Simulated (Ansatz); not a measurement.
**Formation energy and levels of the vacancy V_Cs in CsLi3Cl4 (Cmcm)**

Charge states of V_Cs in CsLi3Cl4 (Cmcm), set against the band edges. Model: a cell of 64 host atoms with 1 Cs taken out.

Method: place-levels on PBEsol runs: charge-transition levels and formation energies with image-charge correction and potential alignment at the atomic sites, in Ansatz 0.2.0.

## Step 1: The structure

The cell holds 63 atoms: 7 Cs, 24 Li and 32 Cl. Cell: a = 8.872 Å, b = 10.316 Å, c = 15.848 Å, α = 90.0°, β = 98.0°, γ = 90.0°. It derives from CsLi3Cl4 (space group Cmcm). Nearest the centre at fractional (0.327, 0.375, 0.308): Cl56 at 3.40 Å, Cl40 at 3.40 Å, Cl8 at 3.40 Å, Cl24 at 3.40 Å, Cl15 at 3.53 Å, Cl47 at 3.53 Å, Cl41 at 3.54 Å, Cl9 at 3.54 Å.

The host's dielectric constants go in as inputs: (2.81, 2.74, 2.87) for the electrons alone, (6.25, 6.26, 23.88) with the ions, from a response run on this crystal (DFPT, PBEsol) at that run's own cell.

The cell's shortest repeat is 8.9 Å.

## Step 2: The runs of each charge state

Levels follow from differences of total energies between charge states, each relaxed by itself.

Random displacements of about 0.05 Å break the site symmetry at the start, so that the relaxation can reach a distorted minimum if there is one. Forces are taken at one point at (¼, ¼, ¼). The cell holds 1 electron more than the neutral one, with a uniform background that keeps it neutral on the whole.

The sampling was tested on the host first: at the k-points planned (1x1x1 shifted 0.25 0.25 0.25) its energy lies 0.000 eV an atom from the dense-mesh value, under the bound of 0.02 eV set for this test; that bounds the host's error, not the defect's.

One state's input; the others differ in charge, spin, start and seed, and in occupations where the table says so.

qm1.relax/input.yaml reads:

```yaml
crystal:
  lattice:
    - [8.87234695, 0.0, 0.0]
    - [0.0, 0.0, -10.31562956]
    - [-2.21808674, 15.69183597, 0.0]
  atoms:
    - { symbol: Cs, position: [0.17308296, 0.125, 0.69233184] }
    - { symbol: Li, position: [0.11319538, 0.125, 0.45278153] }
[... 2 atom lines left out ...]
    - { symbol: Li, position: [0.38680462, 0.375, 0.54721847] }
    - { symbol: Li, position: [0.26676195, 0.375, 0.06704779] }
    - { symbol: Li, position: [0.03696568, 0.125, 0.14786272] }
    - { symbol: Cl, position: [0.07553238, 0.125, 0.30212952] }
    - { symbol: Cl, position: [0.12080338, 0.375, 0.48321353] }
[... 4 atom lines left out ...]
    - { symbol: Cl, position: [0.37919662, 0.125, 0.51678647] }
    - { symbol: Cl, position: [0.03308092, 0.375, 0.13232367] }
[... 2 atom lines left out ...]
    - { symbol: Li, position: [0.11319538, 0.625, 0.45278153] }
[... 4 atom lines left out ...]
    - { symbol: Li, position: [0.03696568, 0.625, 0.14786272] }
    - { symbol: Cl, position: [0.07553238, 0.625, 0.30212952] }
[... 5 atom lines left out ...]
    - { symbol: Cl, position: [0.37919662, 0.625, 0.51678647] }
[... 3 atom lines left out ...]
    - { symbol: Li, position: [0.61319538, 0.125, 0.45278153] }
[... 4 atom lines left out ...]
    - { symbol: Li, position: [0.53696568, 0.125, 0.14786272] }
    - { symbol: Cl, position: [0.57553238, 0.125, 0.30212952] }
    - { symbol: Cl, position: [0.62080338, 0.375, 0.48321353] }
[... 5 atom lines left out ...]
    - { symbol: Cl, position: [0.53308092, 0.375, 0.13232367] }
[... 2 atom lines left out ...]
    - { symbol: Li, position: [0.61319538, 0.625, 0.45278153] }
[... 4 atom lines left out ...]
    - { symbol: Li, position: [0.53696568, 0.625, 0.14786272] }
    - { symbol: Cl, position: [0.57553238, 0.625, 0.30212952] }
[... 6 atom lines left out ...]
    - { symbol: Cl, position: [0.53308092, 0.875, 0.13232367] }
  host:
    repeats: [2, 2, 1]
    atoms:
      - { symbol: Cs, position: [0.34616592, 0.25, 0.69233184] }
      - { symbol: Cs, position: [0.65383408, 0.75, 0.30766816] }
      # ... 14 more atoms of the perfect host
total_charge: -1
basis:
  ecutwfc: 420
  xc_grid: 2
hamiltonian:
  xc: pbesol
kpoints:
  mp_grid: { grid: [1, 1, 1], shift: [0.25, 0.25, 0.25] }
scf:
  occupations: { method: fixed }
  max_iter: 80
output:
  forces: true
  charged_corrections:
    epsilon: [2.81, 2.74, 2.87]
    static_epsilon: [6.25, 6.26, 23.88]
    defect_position: [0.326917, 0.375, 0.307668]
relax:
  f_tol: 0.02
  max_steps: 80
  random_displacement: { amplitude: 0.05, seed: 3607 }
checkpoint:
  write: "../qm1.relax.run"
  compress: false
  write_wavefunctions: true
  write_every: 100000
```

Command:

```sh
$ ansatz run input.yaml --threads 4 --pin off --max-ram 7536MiB --backend cpu --events-out ev --progress --plain --runs-dir out
```

The relaxed structure is kept and the sampling changed to a 2×2×2 shifted mesh.

The run of this state that the levels use, under PBEsol:

qm1.point/input.yaml reads:

```yaml
crystal:
  checkpoint: "../qm1.relax.run"
  host: checkpoint
total_charge: -1
basis:
  ecutwfc: 420
  xc_grid: 2
hamiltonian:
  xc: pbesol
kpoints:
  mp_grid: { grid: [2, 2, 2], shift: [0.5, 0.5, 0.5] }
scf:
  occupations: { method: fermi_dirac, width: 0.01 }
  max_iter: 80
output:
  forces: true
  eigenvalues: true
  charged_corrections:
    epsilon: [2.81, 2.74, 2.87]
    static_epsilon: [6.25, 6.26, 23.88]
    defect_position: [0.326917, 0.375, 0.307668]
  eigenstates: { localisation: true }
  populations: true
  band_densities: [{ bands: [v1, v1] }, { bands: [c1, c1] }]
  write_density: true
  write_potential: true
  volumetric_format: npy
checkpoint:
  read: "../qm1.relax.run"
  write: "../qm1.point.run"
  compress: false
  write_wavefunctions: false
  write_every: 100000
```

Relaxations under PBEsol at one point at (¼, ¼, ¼); times on 4 threads of Arm Neoverse V2, shared host:

| charge | moment (μB) | occupations | outcome | steps | largest displacement against the far atoms (Å) | time |
| --- | --- | --- | --- | --- | --- | --- |
| −1 | 0 | fixed | converged | 6 | 0.16 | 63 s |
| 0 | 1 | fixed | converged | 5 | 0.25 | 4.8 min |
| +1 | 0 | fixed | not converged | - | - | 60 s |
| +1 | 0 | fermi-dirac | converged | 4 | 0.20 | 92 s |
| +1 | 2 | fixed | converged | 4 | 0.19 | 3.5 min |

Single points under PBEsol at a 2×2×2 shifted mesh; times on 4 threads of Arm Neoverse V2, shared host:

| charge | moment (μB) | occupations | outcome | time |
| --- | --- | --- | --- | --- |
| −1 | 0 | fermi-dirac | converged | 96 s |
| 0 | 1 | fermi-dirac | converged | 4.2 min |
| +1 | 0 | fermi-dirac | converged | 2.2 min |
| +1 | 2 | fermi-dirac | converged | 5.2 min |

Distances (Å) from the ideal centre to the nearest atoms after relaxation with PBEsol:

| charge | moment (μB) | 1. | 2. | 3. | 4. | 5. | 6. |
| --- | --- | --- | --- | --- | --- | --- | --- |
| −1 | 0 | Cl 3.42 | Cl 3.43 | Cl 3.43 | Cl 3.44 | Cl 3.61 | Cl 3.61 |
| 0 | 1 | Cl 3.42 | Cl 3.42 | Cl 3.43 | Cl 3.44 | Cl 3.60 | Cl 3.60 |
| +1 | 0 | Cl 3.41 | Cl 3.42 | Cl 3.45 | Cl 3.45 | Cl 3.59 | Cl 3.61 |
| +1 | 2 | Cl 3.40 | Cl 3.42 | Cl 3.44 | Cl 3.44 | Cl 3.58 | Cl 3.60 |

## Step 3: Levels against the band edges, PBEsol

A charged cell interacts with its images and the background, and its potential has another zero than the host's. place-levels removes the first by a point-charge model, screened by the static dielectric constant since the ions have relaxed around the charge, and the second by comparing potentials at atoms far from the defect.

The host is a run of the defect-free crystal in the same cutoffs, grids and k-points, so that basis and sampling errors cancel in part in the differences. The host is run in a cell of 16 atoms on a matching mesh. Its band edges are searched through the zone by a band path, so the gap is smaller than, or equal to, that on the mesh. Chemical potentials are energies per atom of Cs (bcc), run with the same functional and cutoff.

levels.point.yaml reads:

```yaml
host:
  run: host.point.run
states: [qm1.point.run, q0_M1.point.run, qp1.point.run, qp1_M2.point.run]
geometry_from:
  qm1.point.run: qm1.relax.run
  q0_M1.point.run: q0_M1.relax.run
  qp1.point.run: qp1.relax_smeared.run
  qp1_M2.point.run: qp1_M2.relax.run
  host.point.run: host.relax.run
chemical_potentials:
  Cs:
    energy: -5585.796162
    dataset: <sha256 of the dataset>
epsilon: [2.81, 2.74, 2.87]
static_epsilon: [6.25, 6.26, 23.88]
vertical:
  - { from: qm1.point.run, to: qm1.point_neutral.run }
  - { from: qp1.point.run, to: qp1.point_neutral.run }
  - { from: qp1_M2.point.run, to: qp1_M2.point_neutral.run }
```

Command:

```sh
$ ansatz place-levels levels.point.yaml -- --threads 4 --pin off --max-ram 7536MiB
```

Numbers of over 12 decimals in the logs are rounded to 6 here.

Output:

```text
[... repeated set-up lines and file paths are left out, and long positions are rounded to six places ...]
(+1/0) 0.000 eV above the valence edge (-0.127 eV without the band-filling correction), 5.364 eV under the conduction edge
(0/-1) 0.018 eV above the valence edge, 5.346 eV under the conduction edge
formation energy of charge +1: +5.243 eV with the Fermi level at the valence edge
formation energy of charge 0: +5.243 eV with the Fermi level at the valence edge
formation energy of charge -1: +5.261 eV with the Fermi level at the valence edge
vertical -1 to 0: no energy, since no alignment is typed
  the change from vertical[0].from (qm1.point.run) to vertical[0].to (qm1.point_neutral.run): by its potential at epsilon [2.81, 2.74, 2.87] it stands at 0.805 0.870 0.339, with an rms radius of about 6.9 Å (3.8 4.3 3.9 Å across the planes of the cell's [...]
vertical +1 to 0: no energy, since no alignment is typed
  the change from vertical[1].from (qp1.point.run) to vertical[1].to (qp1.point_neutral.run): by its potential at epsilon [2.81, 2.74, 2.87] it is spread over the cell along a vector, with an rms radius of about 8.8 Å (4.2 5.0 5.9 Å across the planes of the [...]
vertical +1 to 0: no energy, since no alignment is typed
  the change from vertical[2].from (qp1_M2.point.run) to vertical[2].to (qp1_M2.point_neutral.run): by its potential at epsilon [2.81, 2.74, 2.87] it stands at 0.762 0.902 0.275, with an rms radius of about 8.2 Å (4.1 4.7 5.4 Å across the planes of the cell's [...]
  edges by pbesol, gap 5.364 eV; the host is sampled to repeats of 27.21 Å
  the defect's cells are sampled to repeats of 27.21 Å, like sampling
  charge +1: -78033.9610 eV with its correction of -0.388 eV, at epsilon [6.25, 6.26, 23.88], aligned at sites: -0.5012 eV, mean over 41 atomic sites at or beyond 4.44 Å from the defect at [0.3269, 0.3750, 0.3077], with -0.002962 for the charge's moments and [...]
  states[3] (qp1_M2.point.run): levels filled in part (TS 0.015 eV): its energy is of no whole electron's
  charge 0: -0.005 eV for its dipole among its images, +0.000 omitted
  states[1] (q0_M1.point.run): levels filled in part (TS 0.014 eV): its energy is of no whole electron's
  charge -1: -78030.3974 eV with its correction of +0.428 eV, at epsilon [6.25, 6.26, 23.88], aligned at sites: -0.3148 eV, mean over 41 atomic sites at or beyond 4.44 Å from the defect at [0.3269, 0.3750, 0.3077], with +0.000000 for the charge's moments and [...]
  charge +1: states[2] (qp1.point.run) stands 0.018 eV higher, with a moment of 0.00 μB against 2.00
  states[2] (qp1.point.run): levels filled in part (TS 0.033 eV): its energy is of no whole electron's
  of states[3] (qp1_M2.point.run): it parts from the run at its places by a charge that spreads by about 4.1 Å along one vector (1.5 Å or more is wide), by its potential at epsilon [2.81, 2.74, 2.87], taken for that of held ions (one typed too small widens [...]
  of states[1] (q0_M1.point.run): its displacements don't fall off away from the defect: farther atoms stand 0.019 Å off the host's places. [...]
  of states[0] (qm1.point.run): it parts from the run at its places by a charge that spreads by about 3.8 Å along one vector (1.5 Å or more is wide), by its potential at epsilon [2.81, 2.74, 2.87], taken for that of held ions (one typed too small widens it), [...]
  of states[2] (qp1.point.run): it parts from the run at its places by a charge that spreads by about 5 Å along one vector (1.8 Å or more is wide), by its potential at epsilon [2.81, 2.74, 2.87], taken for that of held ions (one typed too small widens it), [...]
  of vertical[0].from (qm1.point.run): its displacements don't fall off away from the defect: farther atoms stand 0.041 Å off the host's places. [...]
  vertical[0].to (qm1.point_neutral.run): levels filled in part (TS 0.015 eV): its energy is of no whole electron's
  of vertical[0].to (qm1.point_neutral.run): its displacements don't fall off away from the defect: farther atoms stand 0.041 Å off the host's places. [...]
  vertical[1].from (qp1.point.run): levels filled in part (TS 0.033 eV): its energy is of no whole electron's
  of vertical[1].from (qp1.point.run): it parts from the run at its places by a charge that spreads by about 5 Å along one vector (1.8 Å or more is wide), by its potential at epsilon [2.81, 2.74, 2.87], taken for that of held ions (one typed too small widens [...]
  vertical[1].to (qp1.point_neutral.run): levels filled in part (TS 0.015 eV): its energy is of no whole electron's
  vertical[2].from (qp1_M2.point.run): levels filled in part (TS 0.015 eV): its energy is of no whole electron's
  of vertical[2].from (qp1_M2.point.run): its displacements don't fall off away from the defect: farther atoms stand 0.013 Å off the host's places. [...]
  vertical[2].to (qp1_M2.point_neutral.run): levels filled in part (TS 0.014 eV): its energy is of no whole electron's
  of vertical[2].to (qp1_M2.point_neutral.run): its displacements don't fall off away from the defect: farther atoms stand 0.013 Å off the host's places. [...]
```

Wall time 0.4 s (4 threads of Arm Neoverse V2, shared host).

Levels between the charges placed, in eV above the valence top:

|  | gap (eV) | (+1/0) | (0/−1) |
| --- | --- | --- | --- |
| PBEsol | 5.36 | 0.00 | 0.02 |

Corrections by state:

| charge | moment (μB) | image terms and alignment (eV) | band filling (eV) | ε used | over the lowest of its charge, as the program ranks them, band filling apart (eV) |
| --- | --- | --- | --- | --- | --- |
| +1 | 2.0 | -0.388 | -0.127 | principal values (6.25, 6.26, 23.88) | 0.000 |
| 0 | 1.0 | -0.005 | - | - | 0.000 |
| −1 | 0.0 | 0.428 | - | principal values (6.25, 6.26, 23.88) | 0.000 |
| +1 | 0.0 | -0.395 | - | principal values (6.25, 6.26, 23.88) | 0.018 |

The charged structures listed were also run neutral, and place-levels reads from each pair, by the potential or the spins, how wide the charge is by which they differ; that can be the carrier of either run.

| charge | rms radius (Å) | spread where it is widest against the cell (Å) | wide from (Å) | reading |
| --- | --- | --- | --- | --- |
| +1 | 8.2 | 4.08 | 1.52 | wide |
| −1 | 6.9 | 3.79 | 1.52 | wide |

The neutral runs of these pairs need not share the spin of the lowest neutral state, and very wide values only mean spread over the cell.

From the program's caveats on the states, each cut to its opening words:

- charge +1 (2 μB): it parts from the run at its places by a charge that spreads by about 4.1 Å along one vector (1.5 Å or more is wide), by its potential at epsilon [2.81, 2.74, [...]
- charge +1 (2 μB): a band-filling correction moves a carrier to the host's band edge, which changes its energy by -0.127 eV
- charge +1 (2 μB): its alignment with the host at atomic sites is doubtful: the mean over the far sites moves by +0.1372 eV from their farther parts to their nearer, more than [...]
- charge +1 (2 μB): its displacements don't fall off away from the defect: farther atoms stand 0.013 Å off the host's places
- charge 0 (1 μB): its displacements don't fall off away from the defect: farther atoms stand 0.019 Å off the host's places
- charge −1: it parts from the run at its places by a charge that spreads by about 3.8 Å along one vector (1.5 Å or more is wide), by its potential at epsilon [2.81, 2.74, [...]
- charge −1: its displacements don't fall off away from the defect: farther atoms stand 0.041 Å off the host's places
- charge +1: it parts from the run at its places by a charge that spreads by about 5 Å along one vector (1.8 Å or more is wide), by its potential at epsilon [2.81, 2.74, [...]
- charge +1: its alignment with the host at atomic sites is doubtful: the mean over the far sites moves by +0.1590 eV from their farther parts to their nearer, more than [...]

Chemical potentials of the elements' reference phases, run alike. Formation energy by charge state (elemental references; gap 5.36 eV):

| charge | at valence top (eV) | at conduction bottom (eV) | correction included (eV) |
| --- | --- | --- | --- |
| +1 | 5.24 | 10.61 | -0.51 |
| 0 | 5.24 | 5.24 | 0.00 |
| −1 | 5.26 | -0.10 | 0.43 |

Fermi level (eV), lowest formation energy (eV) and a bar from the least value:
```
     0.00       5.24 ##############################
     0.49       4.77 ###########################
     0.97       4.29 #########################
     1.46       3.80 ######################
     1.95       3.31 ###################
     2.44       2.83 ################
     2.93       2.33 ##############
     3.41       1.85 ###########
     3.90       1.36 ########
     4.39       0.87 #####
     4.88       0.38 ###
     5.36      -0.10
```

## Step 4: What came out

| Quantity | Value |
| --- | --- |
| gap of the host | 5.36 eV (PBEsol) |
| level (plus 1/0) | 0.00 eV above the valence top (-0.13 eV above the valence top without the band-filling term) |
| level (0/minus 1) | 0.02 eV above the valence top |
| lowest of the charges placed, just above the valence top (0.02 eV) | −1 |
| lowest of the charges placed, just below the conduction bottom (0.02 eV) | −1 |
| lowest formation energy at mid-gap of the charges run, elemental references | 2.58 eV |

Of the charges placed (−1, 0 and +1), −1 is the lowest from 0.02 eV above the valence top to 0.02 eV below the conduction bottom, a gap of 5.36 eV. (0/−1) lies 0.02 eV from a band edge, less than the doubt on such levels. Charges below −1 were not placed, so these runs say nothing of levels that involve them. States placed: +1 at 2 μB and 0 μB; 0 at 1 μB; −1 at 0 μB. Other spin states or structures, where not listed, weren't placed. The program finds carriers beyond a band edge of the host and adds a band-filling term at charge +1 (-0.13 eV); steps to such a charge show no bound level, and a defect level inside a band would be read the same way. The program doubts the alignment of potentials for at least one state, a sign that the cell is small. Limits: the images are only 8.9 Å apart; PBEsol makes the gap too small and tends to spread out bound carriers; where a gas molecule sets a chemical potential or the host's formation energy, its binding is uncorrected; spin–orbit coupling, which can matter with heavy atoms, is left out.

[Logs are printed without paths, hosts, clocks, repeated set-up lines and the standing remarks that a program may print on its own settings, such as how far it seeks lower states.]

[Hosts, paths, dates, database ids (printed as entryN), source tags and the programs' standing remarks are cut or masked in the printed files.]

[Where a table of states has a column of steps, it counts the stored structures, which are thinned; the runs took as many ionic steps or more.]

[A defect's name tells the site on which it was built; relaxed atoms can leave that site.]

[For some hosts the program warned that the k-mesh of the response run may be too coarse for force constants and the static dielectric constant; such warnings are not shown here.]
